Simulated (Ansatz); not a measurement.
**Where Mg_i (void) puts its levels in the gap of AlN (F-43m)**

Charge states of Mg_i (void) in AlN (F-43m), set against the band edges. Model: a cell of 54 host atoms with 1 Mg put in.

Calculated with Ansatz 0.2.0; place-levels on r2SCAN runs: charge-transition levels and formation energies with image-charge correction and potential alignment at the atomic sites; PAW set soft_1.

## Step 1: Set-up

The cell holds 55 atoms: 27 Al, 27 N and 1 Mg. Its edges and angles: a = 9.269 Å, b = 9.269 Å, c = 9.269 Å, α = 60.0°, β = 60.0°, γ = 60.0°. It derives from AlN (space group F-43m). Nearest the centre at fractional (0.167, 0.833, 0.833): Mg55 at 0.00 Å, N18 at 1.89 Å, N36 at 1.89 Å, N14 at 1.89 Å, N6 at 1.89 Å, Al35 at 2.18 Å, Al31 at 2.18 Å, Al23 at 2.18 Å.

Structure file:

```xyz
55
Lattice="0.0000 6.5542 6.5542 6.5542 0.0000 6.5542 6.5542 6.5542 0.0000" Properties=species:S:1:pos:R:3 pbc="T T T"
Al    0.0000    0.0000    0.0000
N     1.0924    1.0924    1.0924
Al    2.1847    2.1847    0.0000
N     3.2771    3.2771    1.0924
Al    4.3695    4.3695    0.0000
N     5.4618    5.4618    1.0924
Al    2.1847    0.0000    2.1847
N     3.2771    1.0924    3.2771
Al    4.3695    2.1847    2.1847
N     5.4618    3.2771    3.2771
Al    6.5542    4.3695    2.1847
N     7.6466    5.4618    3.2771
Al    4.3695    0.0000    4.3695
N     5.4618    1.0924    5.4618
Al    6.5542    2.1847    4.3695
N     7.6466    3.2771    5.4618
Al    8.7389    4.3695    4.3695
N     9.8313    5.4618    5.4618
Al    0.0000    2.1847    2.1847
N     1.0924    3.2771    3.2771
Al    2.1847    4.3695    2.1847
N     3.2771    5.4618    3.2771
Al    4.3695    6.5542    2.1847
N     5.4618    7.6466    3.2771
Al    2.1847    2.1847    4.3695
N     3.2771    3.2771    5.4618
Al    4.3695    4.3695    4.3695
N     5.4618    5.4618    5.4618
Al    6.5542    6.5542    4.3695
N     7.6466    7.6466    5.4618
Al    4.3695    2.1847    6.5542
N     5.4618    3.2771    7.6466
Al    6.5542    4.3695    6.5542
N     7.6466    5.4618    7.6466
Al    8.7389    6.5542    6.5542
N     9.8313    7.6466    7.6466
Al    0.0000    4.3695    4.3695
N     1.0924    5.4618    5.4618
Al    2.1847    6.5542    4.3695
N     3.2771    7.6466    5.4618
Al    4.3695    8.7389    4.3695
N     5.4618    9.8313    5.4618
Al    2.1847    4.3695    6.5542
N     3.2771    5.4618    7.6466
Al    4.3695    6.5542    6.5542
N     5.4618    7.6466    7.6466
Al    6.5542    8.7389    6.5542
N     7.6466    9.8313    7.6466
Al    4.3695    4.3695    8.7389
N     5.4618    5.4618    9.8313
Al    6.5542    6.5542    8.7389
N     7.6466    7.6466    9.8313
Al    8.7389    8.7389    8.7389
N     9.8313    9.8313    9.8313
Mg   10.9236    6.5542    6.5542
```

The host's dielectric constants go in as inputs: 4.64 for the electrons alone, 8.51 with the ions, computed on the host (DFPT, PBEsol, on the r2SCAN cell), and a cell off the functional's own equilibrium shifts the ionic part.

The cell's shortest repeat is 9.3 Å.

## Step 2: The runs of each charge state

Levels follow from differences of total energies between charge states, each relaxed by itself.

Each atom starts 0.05 Å or so off its site in a random direction: a symmetric start keeps its symmetry, and would miss off-centre moves and Jahn–Teller distortions. Forces are taken at one point at (¼, ¼, ¼). The cell holds 1 electron fewer than the neutral one, with a uniform background that keeps it neutral on the whole. The electron count is odd, so at least one spin is unpaired; this run locks the moment at 1 μB.

The sampling was tested on the host first: at the k-points planned (1x1x1 shifted 0.25 0.25 0.25) its energy lies 0.045 eV an atom from the dense-mesh value, so the final energies take a denser sampling.

One of the inputs; charge, spin and start change from state to state.

File qp1_M1.relax/input.yaml:

```yaml
crystal:
  lattice:
    - [0.0, 2.18472995, 2.18472995]
    - [2.18472995, 0.0, 2.18472995]
    - [2.18472995, 2.18472995, 0.0]
  atoms:
    - { symbol: Al, position: [0.0, 0.0, 0.0] }
    - { symbol: "N", position: [0.25, 0.25, 0.25] }
  supercell: [3, 3, 3]
  defects:
    - { interstitial: { symbol: Mg, position: [0.166667, 0.833333, 0.833333] } }
total_charge: 1
basis:
  ecutwfc: 500
  xc_grid: 2
hamiltonian:
  xc: r2scan
  pseudopotentials: { kind: paw, azcp: { folder: soft_1 } }
kpoints:
  mp_grid: { grid: [1, 1, 1], shift: [0.25, 0.25, 0.25] }
magnetization:
  spin_polarized: true
  initial_magnetization: 1
  spin_locking: { lock_magnetization: hard }
scf:
  occupations: { method: fixed }
  max_iter: 60
output:
  forces: true
  charged_corrections: { epsilon: 4.64, static_epsilon: 8.51 }
relax:
  f_tol: 0.02
  max_steps: 80
  random_displacement: { amplitude: 0.05, seed: 1286 }
checkpoint:
  write: "../qp1_M1.relax.run"
  compress: false
  write_wavefunctions: true
  write_every: 100000
```

On the command line:

```
$ ansatz run input.yaml --threads 4 --pin off --max-ram 7536MiB --backend cpu --events-out ev --progress --plain --runs-dir out
```

The relaxed structure is kept and the sampling changed to a 2×2×2 shifted mesh.

The run of this state that the levels use, under r2SCAN:

File qp1_M1.point/input.yaml:

```yaml
crystal:
  checkpoint: "../qp1_M1.relax.run"
  host: checkpoint
total_charge: 1
basis:
  ecutwfc: 500
  xc_grid: 2
hamiltonian:
  xc: r2scan
  pseudopotentials: { kind: paw, azcp: { folder: soft_1 } }
kpoints:
  mp_grid: { grid: [2, 2, 2], shift: [0.5, 0.5, 0.5] }
magnetization:
  spin_polarized: true
  initial_magnetization: 1
  spin_locking: { lock_magnetization: hard }
scf:
  occupations: { method: fermi_dirac, width: 0.01 }
  max_iter: 60
output:
  forces: true
  eigenvalues: true
  charged_corrections:
    epsilon: 4.64
    static_epsilon: 8.51
    defect_position: [0.166667, 0.833333, 0.833333]
  eigenstates: { localisation: true }
  populations: true
  efg: {}
checkpoint:
  read: "../qp1_M1.relax.run"
  write: "../qp1_M1.point.run"
  compress: false
  write_wavefunctions: false
  write_every: 100000
```

Relaxations under r2SCAN at one point at (¼, ¼, ¼); times on 4 threads of Arm Neoverse V2, shared host:

| charge | moment (μB) | occupations | outcome | steps | largest displacement against the far atoms (Å) | time |
| --- | --- | --- | --- | --- | --- | --- |
| 0 | 0 | fixed | converged | 9 | 0.21 | 63 s |
| +1 | 1 | fixed | converged | 8 | 0.20 | 3 min |
| +2 | 0 | fixed | converged | 5 | 0.20 | 39 s |
| 0 | 2 | fixed | converged | 8 | 0.20 | 2.4 min |

Single points under r2SCAN at a 2×2×2 shifted mesh; times on 4 threads of Arm Neoverse V2, shared host:

| charge | moment (μB) | occupations | outcome | time |
| --- | --- | --- | --- | --- |
| 0 | 0 | fermi-dirac | converged | 44 s |
| +1 | 1 | fermi-dirac | converged | 1.7 min |
| +2 | 0 | fermi-dirac | converged | 37 s |
| 0 | 2 | fermi-dirac | converged | 1.8 min |

Distances (Å) from Mg55 to the nearest atoms after relaxation with r2SCAN:

| charge | moment (μB) | 1. | 2. | 3. | 4. | 5. | 6. |
| --- | --- | --- | --- | --- | --- | --- | --- |
| 0 | 0 | N 1.91 | N 1.93 | N 1.93 | N 1.93 | Al 2.29 | Al 2.30 |
| 0 | 2 | N 1.92 | N 1.92 | N 1.92 | N 1.93 | Al 2.31 | Al 2.35 |
| +1 | 1 | N 1.90 | N 1.91 | N 1.91 | N 1.91 | Al 2.33 | Al 2.34 |
| +2 | 0 | N 1.89 | N 1.89 | N 1.89 | N 1.89 | Al 2.38 | Al 2.38 |

## Step 3: place-levels, r2SCAN

A charged cell interacts with its images and the background, and its potential has another zero than the host's. place-levels removes the first by a point-charge model, screened by the static dielectric constant since the ions have relaxed around the charge, and the second by comparing potentials at atoms far from the defect.

The host is a run of the defect-free crystal in the same cutoffs, grids and k-points, so that basis and sampling errors cancel in part in the differences. The host is run in a cell of 2 atoms on a matching mesh. Its band edges are searched through the zone by a band path, so the gap is smaller than, or equal to, that on the mesh. Chemical potentials are energies per atom of Mg (hcp), run with the same functional and cutoff.

File levels.point.yaml:

```yaml
host:
  run: host.point.run
states: [q0.point.run, qp1_M1.point.run, qp2.point.run, q0_M2.point.run]
geometry_from:
  q0.point.run: q0.relax.run
  qp1_M1.point.run: qp1_M1.relax.run
  qp2.point.run: qp2.relax.run
  q0_M2.point.run: q0_M2.relax.run
  host.point.run: host.relax.run
chemical_potentials:
  Mg:
    energy: -1926.407918
    dataset: "<sha256 of the dataset>"
epsilon: 4.64
static_epsilon: 8.51
vertical:
  - { from: qp1_M1.point.run, to: qp1_M1.point_neutral.run }
  - { from: qp2.point.run, to: qp2.point_neutral.run }
```

On the command line:

```
$ ansatz place-levels levels.point.yaml -- --threads 4 --pin off --max-ram 7536MiB
```

Numbers of over 12 decimals in the logs are rounded to 6 here.

The log of the run:

```text
[... repeated set-up lines and file paths are left out, and long positions are rounded to six places ...]
(+2/+1) 3.664 eV above the valence edge, 0.255 eV under the conduction edge
(+1/0) 4.298 eV above the valence edge, in the conduction band
formation energy of charge +2: +0.675 eV with the Fermi level at the valence edge
formation energy of charge +1: +4.338 eV with the Fermi level at the valence edge
formation energy of charge 0: +8.636 eV with the Fermi level at the valence edge
vertical +1 to 0: no energy, since no alignment is typed
  the change from vertical[0].from (qp1_M1.point.run) to vertical[0].to (qp1_M1.point_neutral.run): by its potential at epsilon 4.64 it stands at 0.057 0.792 0.723, with an rms radius of about 5.0 Å (2.9 2.9 2.9 Å across the planes of the cell's vectors); [...]
vertical +2 to 0: no energy, since no alignment is typed
  the change from vertical[1].from (qp2.point.run) to vertical[1].to (qp2.point_neutral.run): by its potential at epsilon 4.64 it stands at 0.089 0.756 0.756, with an rms radius of about 4.9 Å (2.8 2.8 2.8 Å across the planes of the cell's vectors); [...]
  edges by r2scan, gap 3.918 eV; the host is sampled to repeats of 18.54 Å
  the defect's cells are sampled to repeats of 18.54 Å, like sampling
  charge +2: -27006.9687 eV with its correction of +1.746 eV, at epsilon 8.51, aligned at sites: +0.2813 eV, mean over 24 atomic sites at or beyond 4.63 Å from the defect at [0.1667, 0.8333, 0.8333], with +0.000000 for the charge's moments and without [...]
  charge +1: -26996.6043 eV with its correction of +0.634 eV, at epsilon 8.51, aligned at sites: +0.3382 eV, mean over 24 atomic sites at or beyond 4.63 Å from the defect at [0.1667, 0.8333, 0.8333], with +0.000000 for the charge's moments and without [...]
  charge 0: +0.000 eV for its dipole among its images, +0.000 omitted
  charge 0: states[3] (q0_M2.point.run) stands 0.113 eV higher, with a moment of 2.00 μB against 0.00
  of states[2] (qp2.point.run): how wide its charge is, is not read beside other atoms or cores, and a band state would take no correction. [...]
  of states[1] (qp1_M1.point.run): how wide its charge is, is not read beside other atoms or cores, and a band state would take no correction. [...]
  of states[0] (q0.point.run): its alignment with the host at atomic sites is doubtful: the mean over the far sites moves by -0.1354 eV from their farther parts to their nearer, more than 0.05 eV. [...]
  of states[3] (q0_M2.point.run): its alignment with the host at atomic sites is doubtful: the mean over the far sites moves by -0.0885 eV from their farther parts to their nearer, more than 0.05 eV. [...]
  of vertical[0].from (qp1_M1.point.run): stability_check_not_made; [...]
  of vertical[1].from (qp2.point.run): it parts from the run at its places by a charge that spreads by about 2.8 Å along one vector (1.3 Å or more is wide), by its potential at epsilon 4.64, taken for that of held ions (one typed too small widens it), where [...]
  vertical[1].to (qp2.point_neutral.run): levels filled in part (TS 0.007 eV): its energy is of no whole electron's
```

Run time: 0.29 s. Hardware: 4 threads of Arm Neoverse V2, shared host.

Levels between the charges placed, in eV above the valence top:

|  | gap (eV) | (+2/+1) | (+1/0) |
| --- | --- | --- | --- |
| r2SCAN | 3.92 | 3.66 | 4.30 |

Corrections by state:

| charge | moment (μB) | image terms and alignment (eV) | band filling (eV) | ε used | over the lowest of its charge, as the program ranks them, band filling apart (eV) |
| --- | --- | --- | --- | --- | --- |
| +2 | 0.0 | 1.746 | - | 8.51 | 0.000 |
| +1 | 1.0 | 0.634 | - | 8.51 | 0.000 |
| 0 | 0.0 | 0.000 | - | - | 0.000 |
| 0 | 2.0 | 0.000 | - | - | 0.113 |

The charged structures listed were also run neutral, and place-levels reads from each pair, by the potential or the spins, how wide the charge is by which they differ; that can be the carrier of either run.

| charge | rms radius (Å) | spread where it is widest against the cell (Å) | wide from (Å) | reading |
| --- | --- | --- | --- | --- |
| +2 | 4.9 | 2.84 | 1.31 | wide |
| +1 | 5.0 | 2.89 | 1.31 | wide |

The neutral runs of these pairs need not share the spin of the lowest neutral state, and very wide values only mean spread over the cell.

From the program's caveats on the states, each cut to its opening words:

- charge +2, +1 (1 μB): how wide its charge is, is not read beside other atoms or cores, and a band state would take no correction
- charge +1 (1 μB): its alignment with the host at atomic sites is doubtful: the mean over the far sites moves by -0.0715 eV from their farther parts to their nearer, more than [...]
- charge +1 (1 μB): the host's ions (past the first shell or, of a walk that freed a part, those that it held) aren't shown at rest: they stand up to 0.076 Å off their sites, 2.39 [...]
- charge +1 (1 μB), 0 (2 μB): flagged: stability check not made
- charge 0: its alignment with the host at atomic sites is doubtful: the mean over the far sites moves by -0.1354 eV from their farther parts to their nearer, more than [...]
- charge 0 (2 μB): its alignment with the host at atomic sites is doubtful: the mean over the far sites moves by -0.0885 eV from their farther parts to their nearer, more than [...]
- charge 0 (2 μB): its moments are held at its close (magnetization.spin_locking), by a field of 0.158 eV a Bohr magneton, and its energy and levels are of the state that this [...]

The host's formation energy from the elements is -1.603 eV per atom; it sets how far the chemical potentials can move.

Limit set by the element alone; other compounds of these elements are not counted. Chemical potentials from the elements' reference states: Al 0.00 eV, N -3.21 eV, Mg 0.00 eV. Formation energy by charge state (Al-rich; gap 3.92 eV):

| charge | at valence top (eV) | at conduction bottom (eV) | correction included (eV) |
| --- | --- | --- | --- |
| +2 | 0.67 | 8.51 | 1.75 |
| +1 | 4.34 | 8.26 | 0.63 |
| 0 | 8.64 | 8.64 | 0.00 |

```tsv
Fermi level (eV)	lowest formation energy (eV)
0.00	0.67
0.36	1.39
0.71	2.10
1.07	2.81
1.42	3.52
1.78	4.23
2.14	4.95
2.49	5.66
2.85	6.38
3.21	7.09
3.56	7.80
3.92	8.26
```

Limit set by the element alone; other compounds of these elements are not counted. Chemical potentials from the elements' reference states: N 0.00 eV, Al -3.21 eV, Mg 0.00 eV. Formation energy by charge state (N-rich; gap 3.92 eV):

| charge | at valence top (eV) | at conduction bottom (eV) | correction included (eV) |
| --- | --- | --- | --- |
| +2 | 0.67 | 8.51 | 1.75 |
| +1 | 4.34 | 8.26 | 0.63 |
| 0 | 8.64 | 8.64 | 0.00 |

| Fermi level (eV) | lowest formation energy (eV) |
| --- | --- |
| 0.00 | 0.67 |
| 0.36 | 1.39 |
| 0.71 | 2.10 |
| 1.07 | 2.81 |
| 1.42 | 3.52 |
| 1.78 | 4.23 |
| 2.14 | 4.95 |
| 2.49 | 5.66 |
| 2.85 | 6.38 |
| 3.21 | 7.09 |
| 3.56 | 7.80 |
| 3.92 | 8.26 |

## Step 4: The same at the relaxations' own k-points

The relaxations' own energies give the levels at their sampling, for comparison.

File levels.relax_mesh.yaml:

```yaml
host:
  run: host.relax.run
states: [q0.relax.run, qp1_M1.relax.run, qp2.relax.run, q0_M2.relax.run]
chemical_potentials:
  Mg:
    energy: -1926.407918
    dataset: "<sha256 of the dataset>"
```

On the command line:

```
$ ansatz place-levels levels.relax_mesh.yaml -- --threads 4 --pin off --max-ram 7536MiB
```

The log of the run:

```text
(+2/+1) 3.754 eV above the valence edge, 0.116 eV under the conduction edge
(+1/0) 4.316 eV above the valence edge (+4.350 eV without the band-filling correction), in the conduction band
formation energy of charge +2: +0.772 eV with the Fermi level at the valence edge
formation energy of charge +1: +4.526 eV with the Fermi level at the valence edge
formation energy of charge 0: +8.842 eV with the Fermi level at the valence edge
  edges by r2scan, gap 3.870 eV; the host is sampled to repeats of 9.27 Å
[... the lines on each state left out ...]
```

Wall time 0.11 s (4 threads).

Levels between neighbouring charges, in eV above the valence top:

|  | gap (eV) | (+2/+1) | (+1/0) |
| --- | --- | --- | --- |
| one point at (¼, ¼, ¼) | 3.87 | 3.75 | 4.32 |
| a 2×2×2 shifted mesh | 3.92 | 3.66 | 4.30 |

Going from one point at (¼, ¼, ¼) to a 2×2×2 shifted mesh moves the levels that carry no band-filling term by up to 0.09 eV and formation energies against the elements by up to 0.21 eV; band-filling terms, which differ between samplings, are in these energies.

## Step 5: What came out

| Quantity | Value |
| --- | --- |
| gap of the host | 3.92 eV (r2SCAN) |
| level (plus 2/plus 1) | 3.66 eV above the valence top |
| level (plus 1/0) | 4.30 eV above the valence top, past the conduction bottom |
| lowest of the charges placed, just above the valence top (0.02 eV) | +2 |
| lowest of the charges placed, just below the conduction bottom (0.02 eV) | +1 |
| lowest formation energy at mid-gap of the charges run, Al-rich | 4.59 eV |
| lowest formation energy at mid-gap of the charges run, N-rich | 4.59 eV |
| standing of these levels | doubtful, see below |

**Reading.** Of the charges placed (0, +1 and +2), the lowest changes at 3.66 eV (+2/+1) above the valence top, in a gap of 3.92 eV. A neutral run at a charged structure lies 0.46 eV below the neutral state placed. Unless it holds a band carrier, charge 0 isn't at its lowest here, and with that energy the steps would read (+1/0) 3.83 eV, which can change which charges are lowest. (+2/+1) lies nearer to a band edge than the share of the finite-size correction in it (1.11 eV), and that correction holds for a localised charge alone. Charges above +2 and below 0 were not placed, so these runs say nothing of levels that involve them. States placed: +2 at 0 μB; +1 at 1 μB; 0 at 0 μB and 2 μB. Other spin states or structures, where not listed, weren't placed. Corrections reach 1.7 eV, so the cell is small for these charges and their levels are rough. Mg is taken at its element; compounds, which aren't counted here, bound the chemical potentials and would shift these formation energies. Going from one point at (¼, ¼, ¼) to a 2×2×2 shifted mesh moves the levels that carry no band-filling term by up to 0.09 eV and formation energies against the elements by up to 0.21 eV; band-filling terms, which differ between samplings, are in these energies. The program doubts the alignment of potentials for at least one state, a sign that the cell is small. Keep in mind: r2SCAN makes the gap too small and tends to spread out bound carriers; where a gas molecule sets a chemical potential or the host's formation energy, its binding is uncorrected; force components of up to 0.51 eV/Å remain in a run at the final settings.

[Logs are printed without paths, hosts, clocks, repeated set-up lines and the standing remarks that a program may print on its own settings, such as how far it seeks lower states.]

[Hosts, paths, dates, database ids (printed as entryN), source tags and the programs' standing remarks are cut or masked in the printed files.]

[Where a table of states has a column of steps, it counts the stored structures, which are thinned; the runs took as many ionic steps or more.]

[A defect's name tells the site on which it was built; relaxed atoms can leave that site.]

[For some hosts the program warned that the k-mesh of the response run may be too coarse for force constants and the static dielectric constant; such warnings are not shown here.]
